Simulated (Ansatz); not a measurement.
# Meshes and cutoff for the phonons of Pt (Fm-3m, 1 atom in the cell), part 3 of 3

How do the frequencies of Pt (Fm-3m, 1 atom in the cell) move with q mesh, k mesh and cutoff?

Ansatz 0.2.0; DFT PBEsol, scalar-relativistic, plane waves, PAW.

So far, highest frequency on the path or at a solved wavevector (cm⁻¹): step 3 (the dispersion) 199; step 4 (q mesh 2×2×2) 199; step 10 (k-mesh 16×16×16, q mesh 2×2×2) 198; step 11 (q mesh 2×2×2) 199; step 12 (k-mesh 30×30×30, q mesh 2×2×2) 199. The relaxed cell has a = 3.918 Å (conventional setting).

## Step 15: Another cutoff, cutoff 230 eV, q mesh 2×2×2

The cutoff is set to 230 eV on a small fixed q mesh.

input.yaml reads:

```yaml
crystal:
  lattice:
    - [0.0, 1.9588930606, 1.9588930606]
    - [1.9588930606, 0.0, 1.9588930606]
    - [1.9588930606, 1.9588930606, 0.0]
  atoms:
    - { symbol: Pt, position: [0.0, 0.0, 0.0] }
kpoints:
  mp_grid: { grid: [20, 20, 20] }
hamiltonian:
  xc: pbesol
scf:
  occupations: { method: methfessel_paxton, width: 0.2 }
output:
  eigenvalues: true
phonons:
  method: dfpt
  qmesh: [2, 2, 2]
  temperatures: { t_max: 1000, t_step: 50 }
  qpath:
    path:
      - [[0.0, 0.0, 0.0], [0.5, 0.0, 0.5], [0.625, 0.25, 0.625]]
      - [[0.375, 0.375, 0.75], [0.0, 0.0, 0.0], [0.5, 0.5, 0.5], [0.5, 0.25, 0.75], [0.5, 0.0, 0.5]]
    npoints: 10
basis:
  ecutwfc: 230
```

Command:

```bash
$ ansatz run input.yaml --threads 4 --pin off --max-ram 7168MiB --backend cpu --events-out ev --progress --plain --runs-dir out
```

Numbers of over 12 decimals in the logs are rounded to 6 here.

Log:

```text
[...]
Crystal: 1 atoms, lattice volume = 15.034 Å³
Basis set: ecut = 230 eV, 113 PW (Γ), exchange–correlation on 30×30×30 points (8 copies of the dense FFT grid, shifted against one another)
Bands: 13, of which v1, the nominal top of the filled ones, is band 9 counted from 1 (8 counted from 0)
Symmetry: 48 space group operations
k-points: 256 of 8000
[...]
SCF iter   1: F=—  HF=-12380.518539 eV  |F-HF|=—  |Δ(HF+E_count)|=         —  Δρ=7.49e-2  dr2=4.09e-1  ethr=1.77e-3  ⟨swp⟩=4.9  Hψ=16224  notcnv=0
[...]
SCF iter   7: F=-12380.351591 eV  HF=-12380.351591 eV  |F-HF|=0.00e0  |Δ(HF+E_count)|=  8.37e-11  S|Δr|=    0.00e0  Δρ=1.71e-7  dr2=3.23e-12  ethr=1.00e-12  ⟨swp⟩=5.1  Hψ=12672  notcnv=0
SCF 1 converged in 7 iterations: F = -12380.351591 eV  dr2 = 3.23e-12
[...]
SCF converged after 7 iterations
[...]
Free energy (F): -12380.351591 eV
[...]
Internal energy: -12380.352324 eV  (E = F + TS)
E sigma→0 (E₀):  -12380.351774 eV
Entropy (-TS):   0.000733 eV (0.733 meV/atom)
Fermi energy:    23.429752 eV
[...]
--- Band table (eV; the first three rows and the last of 256) ---
  k-point 0: bands = [... 5 lower, 19.6461, 19.6461, 19.6461, 21.7771, 21.7771, 38.0234, 43.0443, 43.0443]
  k-point 1: bands = [... 5 lower, 19.4624, 19.6828, 19.6828, 21.7234, 21.7234, 38.1792, 42.4696, 43.1913]
  k-point 2: bands = [... 5 lower, 19.3129, 19.6518, 19.6518, 21.6102, 21.6102, 38.6093, 41.2374, 43.6326]
  k-point 255: bands = [... 5 lower, 18.7526, 18.7526, 21.3635, 23.9617, 30.4370, 31.7992, 31.7992, 35.4643]
[...]
ASR residual: 8.904e-5 → 0.000e0 eV/Å²; symmetrization residual: 3.600e-13 eV/Å²
  ASR residual per site (eV/Å²): 8.90e-5
  Γ frequencies (cm⁻¹): 0.00 0.00 0.00
--- Phonons (arbitrary-q DFPT): 3 irreducible q on the 2×2×2 mesh ---
[...]
interpolated dispersion: 62 rows × 3 modes
[...]
```

Elapsed: 14 s, on 4 threads of Arm Neoverse V1, shared host; peak memory 0.91 GiB; 49 s of CPU time.

The run finished; it serves as a test, and its numbers are not taken as the result.

## Step 16: Another cutoff, cutoff 290 eV, q mesh 2×2×2

The cutoff is set to 290 eV on a small fixed q mesh.

input.yaml, as its differences from that of step 15:

```diff
@@ -25,2 +25,2 @@
 basis:
-  ecutwfc: 230
+  ecutwfc: 290
```

Log:

```text
[...]
Crystal: 1 atoms, lattice volume = 15.034 Å³
Basis set: ecut = 290 eV, 169 PW (Γ), exchange–correlation on 32×32×32 points (8 copies of the dense FFT grid, shifted against one another)
Bands: 13, of which v1, the nominal top of the filled ones, is band 9 counted from 1 (8 counted from 0)
Symmetry: 48 space group operations
k-points: 256 of 8000
[...]
SCF iter   1: F=—  HF=-12383.596887 eV  |F-HF|=—  |Δ(HF+E_count)|=         —  Δρ=1.45e-2  dr2=1.72e-2  ethr=1.77e-3  ⟨swp⟩=4.9  Hψ=15934  notcnv=0
[...]
SCF iter   7: F=-12383.591354 eV  HF=-12383.591354 eV  |F-HF|=7.28e-12  |Δ(HF+E_count)|=  1.33e-10  S|Δr|=    0.00e0  Δρ=1.99e-7  dr2=1.25e-12  ethr=1.00e-12  ⟨swp⟩=5.0  Hψ=12549  notcnv=0
SCF 1 converged in 7 iterations: F = -12383.591354 eV  dr2 = 1.25e-12
[...]
SCF converged after 7 iterations
[...]
Free energy (F): -12383.591354 eV
[...]
Internal energy: -12383.590194 eV  (E = F + TS)
E sigma→0 (E₀):  -12383.591064 eV
Entropy (-TS):   -0.001160 eV (-1.160 meV/atom)
Fermi energy:    23.327478 eV
Step filling:    the computed levels leave a gap of 0.0108 eV = 0.1 smearing widths at the electron count; against every level under it full and every level over it empty, smearing changes F+E_penalty+E_count by +0.173 meV and its σ→0 estimate by +0.463 meV
[...]
--- Band table (eV; the first three rows and the last of 256) ---
  k-point 0: bands = [... 5 lower, 19.4798, 19.4798, 19.4798, 21.6655, 21.6655, 37.8884, 42.8475, 42.8475]
  k-point 1: bands = [... 5 lower, 19.4338, 19.5211, 19.5211, 21.6424, 21.6424, 38.0465, 42.2931, 43.0020]
  k-point 2: bands = [... 5 lower, 19.3117, 19.6325, 19.6325, 21.5891, 21.5891, 38.4866, 41.0872, 43.4544]
  k-point 255: bands = [... 5 lower, 18.7102, 18.7102, 21.2936, 23.8190, 30.4194, 31.6017, 31.6017, 35.3725]
[...]
ASR residual: 7.013e-5 → 0.000e0 eV/Å²; symmetrization residual: 8.337e-13 eV/Å²
  ASR residual per site (eV/Å²): 7.01e-5
  Γ frequencies (cm⁻¹): 0.00 0.00 0.00
--- Phonons (arbitrary-q DFPT): 3 irreducible q on the 2×2×2 mesh ---
[...]
interpolated dispersion: 62 rows × 3 modes
[...]
```

Wall time 16 s (4 threads); peak memory 0.98 GiB; 59 s of CPU time.

The run finished; it serves as a test, and its numbers are not taken as the result.

## Step 17: Another cutoff, cutoff 360 eV, q mesh 2×2×2

The cutoff is set to 360 eV on a small fixed q mesh.

input.yaml, as its differences from that of step 16:

```diff
@@ -25,2 +25,2 @@
 basis:
-  ecutwfc: 290
+  ecutwfc: 360
```

Log:

```text
[...]
Crystal: 1 atoms, lattice volume = 15.034 Å³
Basis set: ecut = 360 eV, 259 PW (Γ), exchange–correlation on 36×36×36 points (8 copies of the dense FFT grid, shifted against one another)
Bands: 13, of which v1, the nominal top of the filled ones, is band 9 counted from 1 (8 counted from 0)
Symmetry: 48 space group operations
k-points: 256 of 8000
[...]
k-point 255: bands = [... 5 lower, 18.7119, 18.7119, 21.2992, 23.8315, 30.4209, 31.5796, 31.5796, 35.3647]
[...]
ASR residual: 6.451e-5 → 0.000e0 eV/Å²; symmetrization residual: 2.274e-12 eV/Å²
  ASR residual per site (eV/Å²): 6.45e-5
  Γ frequencies (cm⁻¹): 0.00 0.00 0.00
--- Phonons (arbitrary-q DFPT): 3 irreducible q on the 2×2×2 mesh ---
[...]
interpolated dispersion: 62 rows × 3 modes
[...]
[key lines of the parts left out:]
SCF converged after 7 iterations
Free energy (F): -12383.817149 eV
Fermi energy:    23.332522 eV
```

It took 21 s on 4 threads; peak memory 1.1 GiB.

## Step 18: Another cutoff, cutoff 550 eV, q mesh 2×2×2

The cutoff is set to 550 eV on a small fixed q mesh.

input.yaml, as its differences from that of step 17:

```diff
@@ -25,2 +25,2 @@
 basis:
-  ecutwfc: 360
+  ecutwfc: 550
```

Log:

```text
[...]
Crystal: 1 atoms, lattice volume = 15.034 Å³
Basis set: ecut = 550 eV, 459 PW (Γ), exchange–correlation on 48×48×48 points (8 copies of the dense FFT grid, shifted against one another)
Bands: 13, of which v1, the nominal top of the filled ones, is band 9 counted from 1 (8 counted from 0)
Symmetry: 48 space group operations
k-points: 256 of 8000
[...]
k-point 255: bands = [... 5 lower, 18.7110, 18.7110, 21.2988, 23.8318, 30.4194, 31.5748, 31.5748, 35.3621]
[...]
ASR residual: 5.209e-5 → 0.000e0 eV/Å²; symmetrization residual: 1.213e-11 eV/Å²
  ASR residual per site (eV/Å²): 5.21e-5
  Γ frequencies (cm⁻¹): 0.00 0.00 0.00
--- Phonons (arbitrary-q DFPT): 3 irreducible q on the 2×2×2 mesh ---
[...]
interpolated dispersion: 62 rows × 3 modes
[...]
[key lines of the parts left out:]
SCF converged after 7 iterations
Free energy (F): -12383.822363 eV
Fermi energy:    23.332609 eV
```

Run time: 36 s. Hardware: 4 threads; peak memory 1.5 GiB.

## Step 19: What came out

| Quantity | Value |
| --- | --- |
| mean frequency, q mesh 2×2×2 | 131 cm⁻¹ |
| mean frequency, q mesh 3×3×3 | 125 cm⁻¹ |
| mean frequency, q mesh 6×6×6 | 122 cm⁻¹ |
| lowest mode on the q mesh (acoustic modes at Γ apart), k-mesh 6×6×6 | 113 cm⁻¹ |
| lowest mode on the q mesh (acoustic modes at Γ apart), k-mesh 10×10×10 | 95.4 cm⁻¹ |
| lowest mode on the q mesh (acoustic modes at Γ apart), k-mesh 16×16×16 | 96.1 cm⁻¹ |
| lowest mode on the q mesh (acoustic modes at Γ apart), k-mesh 20×20×20 | 96.5 cm⁻¹ |
| lowest mode on the q mesh (acoustic modes at Γ apart), k-mesh 30×30×30 | 96.2 cm⁻¹ |
| lowest mode on the q mesh (acoustic modes at Γ apart), cutoff 170 eV | -174 cm⁻¹ |
| lowest mode on the q mesh (acoustic modes at Γ apart), cutoff 230 eV | 95.1 cm⁻¹ |
| lowest mode on the q mesh (acoustic modes at Γ apart), cutoff 290 eV | 99.7 cm⁻¹ |
| lowest mode on the q mesh (acoustic modes at Γ apart), cutoff 360 eV | 96.5 cm⁻¹ |
| lowest mode on the q mesh (acoustic modes at Γ apart), cutoff 550 eV | 96.4 cm⁻¹ |

What this shows: Over the whole q mesh series, coarse runs included, the mean frequency runs from 121.8 to 131.0 cm⁻¹; from 4×4×4 on it stays within 0.4 cm⁻¹ of the finest run (6×6×6), against a tolerance of 1.2. The k mesh changes along this series too, so part of the change is its. Over the whole k mesh series, coarse runs included, the lowest mode on the q mesh (acoustic modes at Γ apart) runs from 95.4 to 112.9 cm⁻¹; from 20×20×20 on all solved modes stay within 1.1 cm⁻¹ of the finest run (30×30×30), against a tolerance of 2.0. Over the whole cutoff series, coarse runs included, the lowest mode on the q mesh (acoustic modes at Γ apart) runs from -174.4 to 99.7 cm⁻¹; from 360 eV on all solved modes stay within 0.1 cm⁻¹ of the finest run (550 eV), against a tolerance of 2.0. All runs share the cell relaxed at the base settings, which is not exactly at rest under another k mesh or cutoff. With no gap, or one that is small against the smearing, the frequencies hang on the k mesh and the smearing, most of all near Kohn anomalies. Spin-orbit coupling is left out, which can matter for the heavy elements here. These are harmonic frequencies at zero temperature: anharmonic shifts, linewidths and thermal expansion are left out.

[Logs are printed without paths, hosts, clocks, repeated set-up lines and the standing remarks that a program may print on its own settings, such as how far it seeks lower states.]

[Hosts, paths, dates, database ids (printed as entryN), source tags and the programs' standing remarks are cut or masked in the printed files.]
